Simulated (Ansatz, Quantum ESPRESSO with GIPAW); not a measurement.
# KYP2O7: working out the 17O quadrupolar coupling

A plane-wave PAW calculation (PBEsol, Ansatz) gives this electric field gradient, in 10²¹ V/m² and Cartesian axes, at one O site of KYP2O7 (atom 15; non-bridging on P; site symmetry m):

```
     -5.1298        0.0000        0.0000
      0.0000        3.9921       -6.0456
      0.0000       -6.0456        1.1376
```

17O has spin 5/2, Q = -0.02558 barn and |γ|/2π = 5.7742 MHz/T. The cell is the Cmcm form of a database entry, atoms relaxed, static and at 0 K. The PAW files were made for PBE.

**Task.** Find C_Q, η_Q and ν_Q, and the shift and width of the central transition under fast MAS at 11.7 T and 18.8 T.

1. The tensor is symmetric and traceless. Its eigenvalues, ordered by size, are V_xx = -3.6469, V_yy = -5.1298 and V_zz = 8.7766.

2. η_Q = (V_xx − V_yy)/V_zz = 0.169.

3. C_Q = eQV_zz/h. One unit of 10²¹ V/m² with one barn gives 24.18 MHz, so C_Q = 24.18 × −0.02558 × 8.7766 = -5.429 MHz. A spectrum shows its size, not its sign.

4. ν_Q = 3C_Q/[2I(2I−1)] = 0.814 MHz in size, and P_Q = |C_Q|√(1 + η²/3) = 5.454 MHz.

5. The resonances lie at ν0 = 67.56 and 108.56 MHz, so ν_Q/ν0 is 0.012 at most and second order holds. The centre of gravity moves by δ_Q = −(3/40)(P_Q/ν0)² F × 10⁶ ppm, with F = [I(I+1) − 3/4]/[I²(2I−1)²] = 0.08: -39.1 ppm at 11.7 T and -15.1 ppm at 18.8 T.

6. Summing the second-order term over orientations gives a full width of 87.7 ppm (5.9 kHz) and 34.0 ppm (3.7 kHz). In ppm both fall as 1/B²: (11.7/18.8)² = 0.387. The spinning rate must pass the static width for this shape to show cleanly.

[Banner, clock, file and message-heading lines were taken out of the pw.x and gipaw.x logs.]

[Logs are printed without paths, hosts, clocks, repeated set-up lines and the standing remarks that a program may print on its own settings, such as how far it seeks lower states.]

[Hosts, paths, dates, database ids (printed as entryN), source tags and the programs' standing remarks are cut or masked in the printed files.]
